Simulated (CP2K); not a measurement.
Two runs for the F K edge of sulfur hexafluoride. Run A: CP2K XAS_TDP, all-electron GAPW, PBEh(45%), aug-cc-pVDZ, TDA, no relativity. Run B differs in one setting.

First lines with a strength over 0.0015. A:

```csv
atom,energy (eV),states,"strength, one atom"
"F1 (bonded to S), 6 alike",681.07,1,0.0346
,686.65,1,0.0055
,686.86,1,0.0055
,687.27,2,0.0119
,688.22,1,0.0018
```

B:

```csv
atom,energy (eV),states,"strength, one atom"
"F1 (bonded to S), 6 alike",681.04,1,0.0356
,687.08,1,0.0094
,688.01,2,0.0123
,692.33,1,0.0027
,694.62,2,0.0154
```

**Question.** Which was it: the functional, the basis, scalar relativity switched on, GW2X switched on?

The basis (basis from aug-cc-pVDZ to 6-31G*; the lines alone don't name the new value). A basis moves diffuse and continuum lines far more than the leading valence line. Against PBEh(45%) in aug-cc-pVDZ, the leading line moves by -0.03 eV, to 681.04 eV. The next line of F1 over the strength cut lies 6.04 eV higher, against 5.58.

[Banner, clock and machine lines of the logs are left out without a mark of their own.]

[Logs are printed without paths, hosts, clocks, repeated set-up lines and the standing remarks that a program may print on its own settings, such as how far it seeks lower states.]

[Hosts, paths, dates, database ids (printed as entryN), source tags and the programs' standing remarks are cut or masked in the printed files.]
